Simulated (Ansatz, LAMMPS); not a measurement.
# Glassy 81SiO2-7Na2O-7CaO-4ZnO (mol %) (78 atoms): support functions against a reference, part 2 of 2

Wanted: errors and times of a linear-scaling basis for glassy 81SiO2-7Na2O-7CaO-4ZnO (mol %) (78 atoms). A setting counts as converged where the r.m.s. difference of forces stays under 1 % of the r.m.s. force.

Ansatz 0.2.0; Kohn-Sham DFT, PBE, PAW (set soft_2), plane waves.

The cell: 22 Si, 4 Na, 2 Ca, 1 Zn and 49 O. The quench rate of 10 K/ps is orders of magnitude faster than experiment. The starting topology of bonds comes from the classical model. Sampling is at Γ alone, for a cell whose shortest periodic width is 10 Å.

So far. Step 4 (Support functions low): Forces differ from the reference by 0.63 meV/Å r.m.s., 0.041 % of their size, well within a tolerance of 1 %; the energy by -4.9 meV/atom. It took roughly 10 times the reference's time (one timing each, with unlike analyses asked), in 18 cycles against 9.

**5. Support functions medium**

With localised support functions most steps grow linearly with size, though the diagonalisation grows faster unless the density matrix is cut; this run measures error and cost at this size. Besides, the program derives a nominal cutoff of 464 eV for this run, against the reference's 420.

This step: Kohn-Sham DFT, PBE, PAW (set soft_2), localised support functions (medium) (Ansatz 0.2.0).

Input file input.yaml:

```yaml
crystal:
  lattice:
    - [10.30326, 0.0, 0.0]
    - [0.0, 10.30326, 0.0]
    - [0.0, 0.0, 10.30326]
  atoms:
    [... the 78 atom lines of step 3 ...]
kpoints:
  mp_grid: { grid: [1, 1, 1] }
hamiltonian:
  xc: pbe
scf:
  occupations: { method: fermi_dirac, width: 0.05 }
  eigensolver: { kind: { support_functions: { accuracy: medium } } }
  max_iter: 150
output:
  forces: true
  eigenvalues: true
```

On the command line:

```console
ansatz run input.yaml --threads 4 --pin off --max-ram 8192MiB --backend cpu --events-out ev --progress --plain --runs-dir out
```

Standard output:

```text
[...]
Warning: basis.ecutwfc = 464 eV, auto-derived: no grid that the accuracy of the support functions lays serves the files at the lower one that their records recommend; a deck with other species or settings can derive another value
[...]
Crystal: 78 atoms, lattice volume = 1093.765 Å³
Basis set: ecut = 464 eV, 24837 PW (Γ), exchange–correlation on 150×150×150 points (8 copies of the dense FFT grid, shifted against one another)
Bands: 270, of which v1, the nominal top of the filled ones, is band 225 counted from 1 (224 counted from 0)
Symmetry: 1 space group operations
k-points: 1
[...]
SCF iter   1: F=—  HF=-54766.242599 eV  |F-HF|=—  |Δ(HF+E_count)|=         —  Δρ=1.12e-1  dr2=1.42e2  ethr=1.00e-1
[...]
SCF iter  17: F=—  HF=-54769.427712 eV  |F-HF|=—  |Δ(HF+E_count)|=   6.75e-4  Δρ=1.19e-4  dr2=9.26e-5  ethr=4.34e-8  κ⁻¹=1.2e-5(r=7)
SCF iter  18: F=-54769.428385 eV  HF=-54769.428385 eV  |F-HF|=1.15e-7  |Δ(HF+E_count)|=   6.73e-4  Δρ=2.84e-6  dr2=1.04e-7  ethr=2.06e-8
SCF 1 converged in 18 iterations: F = -54769.441266 eV  dr2 = 1.04e-7
[...]
SCF converged after 18 iterations
[...]
Free energy (F): -54769.441266 eV
[...]
Internal energy: -54769.441266 eV  (E = F + TS)
E sigma→0 (E₀):  -54769.441266 eV
Fermi energy:    5.081360 eV
[...]
Σ components = -54769.441266   (vs F -54769.441266, Δ=0.00e0)
--- Forces (eV/Å), atoms counted from 1 ---
  atom   1  Si    -0.84653141     0.99944384    -0.13468570
  atom   2  Si     1.62717373     1.24721755    -0.26925321
  atom   3  Si    -2.38597685     6.25890030    -1.73572095
  atom   4  Si     0.54682722    -2.57356706    -0.82325545
[...]
atom  78  O      0.70991276    -0.41374905     0.70438563
  max |Σ_I F_I| component: 2.67e-3 eV/Å
--- Band table (eV) ---
[...]
```

Run time: 66 s. Hardware: 4 threads of AMD EPYC 9R45, shared host; peak memory 3.5 GiB; 4.3 min of CPU time.

Keys that differ from the reference: support_functions.accuracy = "medium" and scf.max_iter = 150.

Forces differ from the reference by 0.63 meV/Å r.m.s., 0.040 % of their size, well within a tolerance of 1 %; the energy by -4.9 meV/atom. It took roughly 11 times the reference's time (one timing each, with unlike analyses asked), in 18 cycles against 9.

**6. Support functions medium, radius 3.14 Å**

The radius confines each support function; a larger one gives more freedom and more work per atom.

input.yaml, the sections that differ from step 5:

```yaml
scf:
  occupations: { method: fermi_dirac, width: 0.05 }
  eigensolver: { kind: { support_functions: { accuracy: medium, radius: 3.14 } } }
  max_iter: 150
# crystal, kpoints, hamiltonian, output: as in step 5
```

Standard output:

```text
Warning: scf.eigensolver.kind.support_functions: disabling space-group detection — the functions' gradient is summed over unrotated k-points, so no spatial operation reduces the k-mesh or symmetrises the density; time reversal is kept, so that k and −k are solved as one point where they differ and the mesh holds both, and exact exchange and, on two spinor components, a DFT+U term hold to it where the run has them: [...]
Warning: basis.ecutwfc = 464 eV, auto-derived: no grid that the accuracy of the support functions lays serves the files at the lower one that their records recommend; a deck with other species or settings can derive another value
settings of this run that can trade accuracy for cost: scf.eigensolver.kind.support_functions [...]
Engine: ansatz 0.2.0, x86_64-unknown-linux-gnu
Pseudopotentials: kind: paw
Pseudopotential: Si, paw, valence charge 4, recommended cutoff 420 eV (normal), Si.paw.azcp
Pseudopotential: Na, paw, valence charge 9, recommended cutoff 420 eV (normal), Na.paw.azcp
Pseudopotential: Ca, paw, valence charge 10, recommended cutoff 420 eV (normal), Ca.paw.azcp
Pseudopotential: Zn, paw, valence charge 12, recommended cutoff 420 eV (normal), Zn.paw.azcp
Pseudopotential: O, paw, valence charge 6, recommended cutoff 420 eV (normal), O.paw.azcp
[... 5 lines on functional and potentials left out ...]
Error: SCF: the radius of support functions is under 3.52 Å, the least for these sites at the functions' level (scf.eigensolver.kind.support_functions.accuracy). Use scf.eigensolver.kind: auto, or type scf.eigensolver.kind.support_functions.radius at least as long, [...]
```

Wall time 4.3 s (4 threads); peak memory 0.4 GiB.

The program refuses radii under 3.52 Å for these atoms at this level.

**7. Support functions medium, radius 3.58 Å**

The radius confines each support function; a larger one gives more freedom and more work per atom. Besides, the program derives a nominal cutoff of 464 eV for this run, against the reference's 420.

input.yaml, the sections that differ from step 6:

```yaml
scf:
  occupations: { method: fermi_dirac, width: 0.05 }
  eigensolver: { kind: { support_functions: { accuracy: medium, radius: 3.58 } } }
  max_iter: 150
# crystal, kpoints, hamiltonian, output: as in step 6
```

Standard output:

```text
[...]
Crystal: 78 atoms, lattice volume = 1093.765 Å³
Basis set: ecut = 464 eV, 24837 PW (Γ), exchange–correlation on 150×150×150 points (8 copies of the dense FFT grid, shifted against one another)
Bands: 270, of which v1, the nominal top of the filled ones, is band 225 counted from 1 (224 counted from 0)
Symmetry: 1 space group operations
k-points: 1
[...]
SCF iter   1: F=—  HF=-54765.718670 eV  |F-HF|=—  |Δ(HF+E_count)|=         —  Δρ=1.12e-1  dr2=1.42e2  ethr=1.00e-1
[...]
SCF iter  17: F=—  HF=-54769.422668 eV  |F-HF|=—  |Δ(HF+E_count)|=   9.07e-4  Δρ=1.30e-4  dr2=1.08e-4  ethr=1.99e-8  κ⁻¹=1.8e-5(r=7)
SCF iter  18: F=-54769.423533 eV  HF=-54769.423533 eV  |F-HF|=3.98e-7  |Δ(HF+E_count)|=   8.65e-4  Δρ=4.30e-6  dr2=1.68e-7  ethr=1.99e-8
SCF 1 converged in 18 iterations: F = -54769.441264 eV  dr2 = 1.68e-7
[...]
SCF converged after 18 iterations
[...]
Free energy (F): -54769.441264 eV
[...]
Internal energy: -54769.441264 eV  (E = F + TS)
E sigma→0 (E₀):  -54769.441264 eV
Fermi energy:    5.081409 eV
[...]
Σ components = -54769.441264   (vs F -54769.441264, Δ=0.00e0)
--- Forces (eV/Å), atoms counted from 1 ---
  atom   1  Si    -0.84659148     0.99949665    -0.13455457
  atom   2  Si     1.62685978     1.24705923    -0.26974171
  atom   3  Si    -2.38597006     6.25877361    -1.73580236
  atom   4  Si     0.54698026    -2.57396304    -0.82323722
[...]
atom  78  O      0.71019665    -0.41385582     0.70414018
  max |Σ_I F_I| component: 2.05e-3 eV/Å
--- Band table (eV) ---
[...]
```

The job ended after 61 s (4 threads; peak memory 3.3 GiB).

Keys that differ from the reference: support_functions.accuracy = "medium", support_functions.radius = 3.58 and scf.max_iter = 150.

Forces differ from the reference by 0.63 meV/Å r.m.s., 0.041 % of their size, well within a tolerance of 1 %; the energy by -4.9 meV/atom. It took roughly 10.0 times the reference's time (one timing each, with unlike analyses asked), in 18 cycles against 9.

**8. Another setting: basis.ecutwfc = "200 eV" and scf.algorithm = "density_mixing"**

Changed here: basis.ecutwfc = "200 eV" and scf.algorithm = "density_mixing".

This step: Kohn-Sham DFT, PBE, PAW (set soft_2), plane waves (Ansatz 0.2.0).

input.yaml, the sections that differ from step 7:

```yaml
scf:
  occupations: { method: fermi_dirac, width: 0.05 }
  algorithm: density_mixing
output:
  forces: true
  stress: true
  populations: intrinsic
  dos:
    method: { smearing: { sigma: 0.15 } }
    de: 0.1
    projected: { site_lists: { Ca: [Ca], Na: [Na], O: [O], Si: [Si], Zn: [Zn] } }
  eigenvalues: true
basis:
  ecutwfc: "200 eV"
# crystal, kpoints, hamiltonian: as in step 7
```

Standard output:

```text
Warning: basis.ecutwfc = 200 eV is below the records' recommended 420 eV, and the density's cutoff is lower with it unless basis.ecutrho_ratio is high enough to keep the records' density cutoff: compare with a run at a higher cutoff
[...]
Crystal: 78 atoms, lattice volume = 1093.765 Å³
Basis set: ecut = 200 eV, 7075 PW (Γ), exchange–correlation on 96×96×96 points (8 copies of the dense FFT grid, shifted against one another)
Bands: 303, of which v1, the nominal top of the filled ones, is band 225 counted from 1 (224 counted from 0)
Symmetry: 1 space group operations
[...]
k-points: 1
[...]
SCF iter   1: F=—  HF=-54451.864899 eV  |F-HF|=—  |Δ(HF+E_count)|=         —  Δρ=1.29e-1  dr2=7.16e1  ethr=1.77e-3  ⟨swp⟩=7.0  Hψ=1460  notcnv=0  defer=39
[...]
SCF iter  11: F=-54425.417576 eV  HF=-54425.417576 eV  |F-HF|=1.99e-9  |Δ(HF+E_count)|=   7.86e-8  Δρ=7.75e-7  dr2=4.87e-9  ethr=2.22e-11  ⟨swp⟩=13.0  Hψ=1884  notcnv=0
SCF 1 converged in 11 iterations: F = -54425.417576 eV  dr2 = 4.87e-9
[...]
SCF converged after 11 iterations
Free energy (F): -54425.417576 eV
[...]
Internal energy: -54425.417576 eV  (E = F + TS)
E sigma→0 (E₀):  -54425.417576 eV
Fermi energy:    4.991108 eV
[...]
--- Forces (eV/Å), atoms counted from 1 ---
  atom   1  Si    -0.96440708     0.76999828    -0.03430175
  atom   2  Si     1.36054703     0.89555986    -0.36659683
  atom   3  Si    -1.64444782     5.55038053    -1.86703025
  atom   4  Si     0.08491373    -2.04705115    -0.61713034
  atom   5  Si    -1.89757996    -1.42501480    -1.10021591
  atom   6  Si     2.33111794     1.20770553    -2.72848981
  atom   7  Si    -0.33916839    -1.01161051     1.66523903
  atom   8  Si     1.89505064     0.36896969     0.15167585
  atom   9  Si    -1.36303618     0.37778245    -0.17459017
  atom  10  Si    -1.90786762    -1.20403594    -0.39417387
  atom  11  Si     0.76581046    -3.11036124    -4.27546602
  atom  12  Si     0.48854296    -0.53808444     1.68974964
  atom  13  Si     1.93755898     1.13785050     1.21944832
  atom  14  Si    -1.63314939     0.73640728    -0.53627047
[...]
atom  77  O     -1.02436279    -0.80653082    -0.87027027
  atom  78  O      0.41416709    -0.33431423     0.87405311
  max |Σ_I F_I| component: 1.08e-3 eV/Å
--- Stress (GPa, compression-positive) ---
        6.473724      -1.502106      -0.736116
       -1.502106       8.724075       0.369715
       -0.736116       0.369714       7.453135
  P = ⅓ Tr σ = 7.5503 GPa (75.503 kbar)
--- Band table (eV) ---
[...]
--- intrinsic populations: 78 sites ---
  site symbol       q [e]
     0     Si      2.1990
     1     Si      2.1596
     2     Si      2.2078
[...]
77      O      6.9478
  spilling = 0.000000 (of n_electrons = 450.000000)
```

Wall time 2.6 s (4 threads); peak memory 0.74 GiB.

The program notes that the cutoff lies under the one recommended for these potentials.

Forces differ from the reference by 391 meV/Å r.m.s., 25 % of their size, far over a tolerance of 1 %; the energy by +4406 meV/atom, the pressure by +1.6 GPa and the gap by -0.37 eV.

**9. The ladder side by side**

Differences are against the plane-wave reference (Kohn-Sham DFT, PBE, PAW (set soft_2), plane waves), whose r.m.s. force component is 1.56 eV/Å. Energies are set beside the reference only for runs with its functional, potentials and electron count. Times are for 4 threads of AMD EPYC 9R45, shared host. The reference's time includes the DOS, the stress and grids, which some other runs skip.

```tsv
run	Δ force, r.m.s. (meV/Å)	share of r.m.s. force (%)	Δ energy (meV/atom)	Δ pressure (GPa)	Δ gap (eV)	cycles	time	host memory (GiB)
reference	-	-	-	-	-	9	6.1 s	1.4
support functions low	0.631	0.0406	-4.87	-	0.0012	18	63 s	3.4
support functions medium	0.628	0.0404	-4.88	-	0.0012	18	66 s	3.5
support functions medium, radius 3.58 Å	0.631	0.0406	-4.88	-	0.0011	18	61 s	3.3
basis.ecutwfc = "200 eV" and scf.algorithm = "density_mixing"	391	25.1	4406	1.62	-0.374	11	2.6 s	0.74
```

**10. The reference in detail**

With the settings judged, the reference run is read for its physics.

Length of the force by element and coordination:

```tsv
element	coordination	atoms	mean length of the force (eV/Å)	spread	least	most
Ca	all	2	1.34	0.526	0.814	1.87
Na	all	4	0.435	0.184	0.194	0.632
O	all	49	2.19	1.32	0.391	5.90
Si	all	22	2.93	1.52	0.959	6.92
Zn	all	1	1.36	0	1.36	1.36
```

Löwdin charges by element and coordination (they lack the spilled electrons, 0.072 e an atom on average):

```tsv
element	coordination	atoms	mean charge (e)	spread	least	most
Ca	all	2	1.79	0.0044	1.79	1.79
Na	all	4	0.830	0.0179	0.811	0.859
O	all	49	-0.843	0.072	-1.03	-0.785
Si	all	22	1.75	0.0316	1.69	1.80
Zn	all	1	1.50	0	1.50	1.50
```

States in the cell by windows of 1 eV, zero at the Fermi level; the larger projections on atomic orbitals stand beside the total:

```tsv
from (eV)	to (eV)	total	O p	Si p
-14	-13	0.0	0.0	0.0
-13	-12	1.5	1.0	0.0
-12	-11	9.2	6.1	0.4
-11	-10	10.9	7.5	0.9
-10	-9	16.1	11.6	2.0
-9	-8	25.8	19.8	5.0
-8	-7	22.8	16.2	3.5
-7	-6	28.4	20.5	2.1
-6	-5	48.0	40.6	2.7
-5	-4	58.4	53.1	1.9
-4	-3	47.0	44.0	1.0
-3	-2	32.4	30.5	0.7
-2	-1	3.6	3.4	0.1
-1	1	0.0	0.0	0.0
1	2	2.0	0.1	0.0
2	3	1.8	0.1	0.1
3	4	12.9	0.9	1.6
4	5	21.4	1.3	3.8
```

Between -26 and -14 eV lie 134 more states.

The levels nearest the highest filled one (over half full), pooled over k-points and spins:

```tsv
level less the highest filled one (eV)	occupation
-0.432	2
-0.389	2
-0.379	2
-0.284	2
-0.226	2
0	2
3.53	0
4.67	0
5.08	0
5.20	0
5.37	0
5.52	0
```

Electrostatic potential energy in the ac plane at fractional y = 0.310, with atoms of Si and Na and Zn and O within 0.2 Å of it. With pseudopotentials it is smooth inside the atoms' cores, unlike the true potential.

Ten even steps from '_' (-43 eV) to '@' (10 eV), each cell a mean:
```
..==##%%@@@@@@@@@@%%::__..**@@@@@@@@@@%%%%@@%%++::--++..__
****++##@@@@@@@@@@%%--__..**%%@@@@@@@@@@%%%%%%%%##%%%%**++
%%%%##%%@@@@@@@@@@@@##++++**##%%@@@@@@%%**++++**%%@@@@%%%%
@@@@@@@@@@@@@@@@@@@@@@%%**++**%%@@@@%%**--....--##@@@@@@@@
@@@@@@@@@@@@@@@@@@@@@@%%##**##%%@@@@%%**::____--##@@@@@@@@
@@@@@@@@%%%%@@@@@@@@@@%%++--++%%@@@@@@##==::--++%%@@@@@@@@
@@@@@@%%==--##@@@@@@@@##..__..##@@@@@@@@%%####%%%%####@@@@
@@@@@@%%==--**@@@@@@@@##--..--%%@@@@@@@@@@@@@@@@@@####@@@@
@@@@@@@@####%%@@@@@@@@%%**==++%%@@@@@@@@@@@@@@@@@@@@@@@@@@
@@@@@@%%%%##%%@@@@@@%%++..__..++%%@@@@@@@@@@@@@@@@@@@@@@@@
##****##**++**##**==++--______--##@@@@@@@@@@@@@@@@@@@@@@@@
**--==##++==**++..__..==..____++%%@@@@@@@@@@@@@@@@@@@@@@@@
%%####%%##**##**::..--##**++**%%@@@@@@@@@@@@@@@@@@@@@@@@@@
@@@@@@@@%%%%%%@@%%##%%@@@@%%%%@@@@@@@@@@@@@@@@@@%%%%%%%%@@
@@@@@@@@@@@@@@@@@@@@@@@@@@@@@@@@@@@@@@@@@@@@@@@@##--::++%%
%%@@@@@@%%%%%%@@@@@@@@@@@@@@@@@@@@@@@@@@@@@@@@%%++____..##
%%@@%%##**++##%%@@@@@@@@@@@@@@@@@@@@@@@@@@@@@@%%##::..--##
@@@@%%++..__--**%%@@@@@@@@@@@@@@@@@@@@@@@@@@@@@@%%####%%%%
##++**++..__::**%%@@@@@@@@@@@@@@@@@@@@@@@@@@@@@@@@@@@@@@@@
..__::**++==++##@@@@@@@@@@@@@@@@@@%%%%%%%%%%@@@@@@@@@@@@##
..__::##%%%%%%@@@@@@@@@@@@@@@@@@%%##****##%%%%@@@@@@@@@@##
++++##@@@@@@@@@@@@@@@@@@@@@@@@%%%%##++==**##%%@@@@@@%%##**
::++%%@@@@@@@@@@@@@@@@@@@@@@@@@@%%##**++**%%%%%%####**::..
__--##@@@@@@@@@@@@@@##**##@@@@@@%%%%%%##%%%%%%==..--==____
```
Columns run along a (10.3 Å; values clipped at the 3rd and 97th percentile), rows up along c (10.3 Å). Atoms in or near the plane, at fractional coordinates: Si at (0.46, 0.55), Na at (0.90, 0.34), Zn at (0.75, 0.81), O at (0.45, 0.71), O at (0.04, 0.16), O at (0.31, 0.50), O at (0.39, 0.95).

Valence density in the ac plane at fractional y = 0.310, with atoms of Si and Na and Zn and O within 0.2 Å of it. It is the smooth field of the valence electrons, not physical close to the nuclei.

Ten steps, logarithmic in the rise over the least value, from '0' (0 e/Å³) to '9' (23 e/Å³), each cell a mean:
```
23331000135764100000012455321
23432000125664111111112233211
12331000013442111111233211001
01111000001121111112588410000
00011100000122211112699521000
00012221001245421001365322210
00135531001467631000111234321
00135542001356531000000134321
00123321001234320000000012211
12211111122222110000000000001
34322113454310111000000000001
45432124676421111000000000002
33321123665311110000000000001
11111112333100000000000001110
00011100110000000000000025651
00011110000000000011110048972
00011111100000000011110026751
11111122110000000001100001211
44421122210000000000000000012
66632112100000000000000000013
66531111000000000122200000013
44320000000000000133211111112
22110000001110000122211333211
12210000013432000001112565420
```
Columns run along a (10.3 Å), rows up along c (10.3 Å). Atoms in or near the plane, at fractional coordinates: Si at (0.46, 0.55), Na at (0.90, 0.34), Zn at (0.75, 0.81), O at (0.45, 0.71), O at (0.04, 0.16), O at (0.31, 0.50), O at (0.39, 0.95).

Mean Löwdin charges: Ca +1.79, Na +0.83, O -0.84, Si +1.75, Zn +1.50 e (they miss 1.2 % of the electrons, so they add up to more than the cell's charge).

**11. Local order**

These statistics describe the geometry on which the runs were made.

Density 2.49 g/cm³, 14.02 Å³ an atom.

Pair distribution functions g(r), in bins of 0.2 Å:

```tsv
r (Å)	total	O-O	O-Si	O-Na	O-Ca	O-Zn	Si-Si
1.40	0.07	0.00	0.19	0.00	0.00	0.00	0.00
1.60	4.53	0.00	12.80	0.00	0.00	0.00	0.00
1.80	0.28	0.00	0.78	0.00	0.00	0.00	0.00
2.00	0.12	0.00	0.00	0.00	0.00	7.20	0.00
2.20	0.12	0.00	0.00	0.90	0.86	1.97	0.00
2.40	0.52	0.61	0.00	1.54	5.51	0.00	0.00
2.60	2.12	5.13	0.00	1.01	0.67	0.00	0.00
2.80	0.71	1.52	0.10	1.16	0.00	0.00	0.00
3.00	0.60	0.32	0.05	1.50	0.52	0.00	3.33
3.20	0.82	0.61	0.24	0.86	0.41	0.88	4.10
3.40	0.87	0.69	1.04	1.17	0.81	0.76	0.00
3.60	1.05	0.70	1.35	0.86	1.36	0.66	0.13
3.80	1.05	0.73	1.73	0.78	0.61	0.64	0.13
4.00	1.08	0.64	1.56	1.41	1.40	1.65	0.44
4.20	1.25	0.76	1.99	0.75	1.00	2.04	0.71
4.40	1.05	0.97	0.95	1.38	0.94	2.37	1.57
4.60	0.97	1.17	0.73	0.94	1.88	0.84	1.11
4.80	0.98	1.25	0.52	1.25	1.93	0.77	1.10
5.00	1.12	1.59	0.87	1.25	0.53	0.00	0.86
```

The surroundings of Si3, which bears the longest force, nearest first, numbered as they follow in the input and with coordinates relative to it.

```tsv
atom	x	y	z	distance (Å)	Löwdin charge (e)	Fx	Fy	Fz (eV/Å)
Si3	0.00	0.00	0.00	0.00	1.73	-2.39	6.26	-1.74
O49	0.77	-1.24	0.38	1.51	-0.79	1.88	-4.59	1.52
O56	0.92	1.12	-0.70	1.61	-1.03	0.61	0.49	-1.09
O44	-1.37	-0.15	-0.89	1.64	-0.81	1.37	-0.61	0.21
O50	-0.64	0.72	1.39	1.69	-0.82	0.89	-2.11	-0.24
Si15	1.97	-1.59	1.43	2.91	1.80	-1.55	-3.93	0.19
Si18	-1.34	2.07	1.75	3.03	1.78	-0.05	0.72	1.04
Si21	-2.76	-0.32	-1.64	3.22	1.79	0.56	-0.32	1.16
O38	0.54	-0.99	-3.05	3.25	-0.95	-0.29	3.02	0.17
Ca27	0.75	1.27	-3.00	3.35	1.79	-0.20	-1.65	0.85
O59	3.01	-0.50	1.52	3.41	-0.81	4.14	4.16	0.49
```

**12. Outcome**

```
free energy per atom                             : -702.1674 eV/atom
pressure                                         : 5.932 GPa
r.m.s. force component                           : 1.555 eV/Å
gap (highest filled to lowest empty level) : 3.534 eV
wall time of the 5 DFT runs                      : 3.3 min
```

In words: Against plane waves at 420 eV, the forces differ by 0.63 meV/Å (0.040 %) with support functions medium. At 78 atoms the fastest of the runs at a preset level, support functions low, takes roughly 10 times the time of plane waves (whose run also made extra analyses), in 18 SCF cycles against 9. Differences between support functions and plane waves include what basis error the plane-wave run still has. The force difference hardly changes among these support-function runs, which points to the basis of the plane-wave reference as its main source.

Between filled and empty levels lie 3.53 eV (at Γ alone); a semilocal functional tends to put such gaps too low. In a disordered cell it changes from sample to sample, and tail or defect levels can set it.

**Limits.** The force components of 1.6 eV/Å r.m.s. come partly from thermal motion and partly from the difference between the classical potential and DFT. The pressure of 5.9 GPa is that of one thermal frame, in which the classical model's bond lengths enter as well as the volume, without the kinetic term. The pressure of a single frame lacks the kinetic term.

[Long decimals in the printed logs are rounded to 6 places.]

[Logs are printed without paths, hosts, clocks, repeated set-up lines and the standing remarks that a program may print on its own settings, such as how far it seeks lower states.]

[Hosts, paths, dates, database ids (printed as entryN), source tags and the programs' standing remarks are cut or masked in the printed files.]
